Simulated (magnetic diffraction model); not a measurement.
# Magnetic neutron pattern of CsErW

Space group P6_3mc (no. 186), a = 5.6890 Å, c = 9.0060 Å.

```csv
site,atom,x,y,z
2b,W,1/3,2/3,0.2267
2a,Er,0,0,0.0071
2b,Cs,2/3,1/3,0.3213
```

This is a made-up structure (elements placed in a structure type, unrelaxed), so the numbers test the method and describe no known phase.

Only Er is taken to order (form factors of Er3+); orders and moment sizes are assumed, and not adapted to the symmetry. Radiation: neutrons of λ = 2.36 Å, 5° to 80°; isotropic B of 0.18 Å² (W), 0.14 Å² (Er) and 0.2 Å² (Cs). Simulated constant-wavelength pattern: nuclear and magnetic terms add, the magnetic one as |2.695 fm × Σ f S⊥ exp(2πi Q·r) exp(−B s²)|², summed over all Q at one angle with the factor 1/(sin²θ cos θ). For collinear order S is the moment m, which repeats by lattice and centring translations R with the sign exp(−2πi k·R). Free-ion form factors, Sears's scattering lengths of 1992, no absorption; a label names one of the reflections at its angle. The strongest nuclear line in the range is 100, and lines under 0.2 are left out.

Assume the order k = (0 0 1/2), collinear moments along [101], 7.5 μB on Er; signs + at (0, 0, 0.0071), + at (0, 0, 0.5071).

Q: Where does magnetic intensity appear, and how strong is it?

```
2θ (°)      index  nuclear  magnetic
  7.51  (0 0 1/2)      0.0     186.8
 22.67  (0 0 3/2)      0.0      20.1
 27.71    (1 0 0)      5.2       0.0
 28.75  (1 0 1/2)      0.0     212.4
 30.38    (0 0 2)      1.0       0.0
 31.69    (1 0 1)      8.1       0.0
 36.10  (1 0 3/2)      0.0     101.7
 38.24  (0 0 5/2)      0.0       6.8
 41.59    (1 0 2)    100.0       0.0
 47.88  (1 0 5/2)      0.0      43.4
 49.02    (1 1 0)     85.5       0.0
 49.67  (1 1 1/2)      0.0      70.0
 54.59  (0 0 7/2)      0.0       3.2
 54.65  (1 1 3/2)      0.0      51.0
 54.81    (1 0 3)     20.9       0.0
 57.24    (2 0 0)      1.4       0.0
 57.83  (2 0 1/2)      0.0      51.0
 58.77    (1 1 2)      1.8       0.0
 59.55    (2 0 1)      2.7       0.0
 62.31  (1 0 7/2)      0.0      21.0
 62.37  (2 0 3/2)      0.0      39.9
 63.22    (0 0 4)      7.4       0.0
 63.82  (1 1 5/2)      0.0      31.2
 66.19    (2 0 2)     46.7       0.0
 70.37    (1 0 4)     11.7       0.0
 70.94  (2 0 5/2)      0.0      26.6
 72.26  (0 0 9/2)      0.0       1.8
 76.39  (1 1 7/2)      0.0      18.5
 76.58    (2 0 3)     12.9       0.0
 78.64    (2 1 0)      1.9       0.0
 79.05  (1 0 9/2)      0.0      11.7
 79.14  (2 1 1/2)      0.0      54.1
```

The strongest magnetic line in the range is (1 0 1/2) at 28.75° (212.4). On top of the Lorentz factor, which all lines share, magnetic lines fade with angle because f falls: for Er3+ it is 0.96, 0.86, 0.73 and 0.47 at sin θ/λ = 0.1, 0.2, 0.3 and 0.5 Å⁻¹, while nuclear lengths stay constant. The order has no net moment.

[Logs are printed without paths, hosts, clocks, repeated set-up lines and the standing remarks that a program may print on its own settings, such as how far it seeks lower states.]
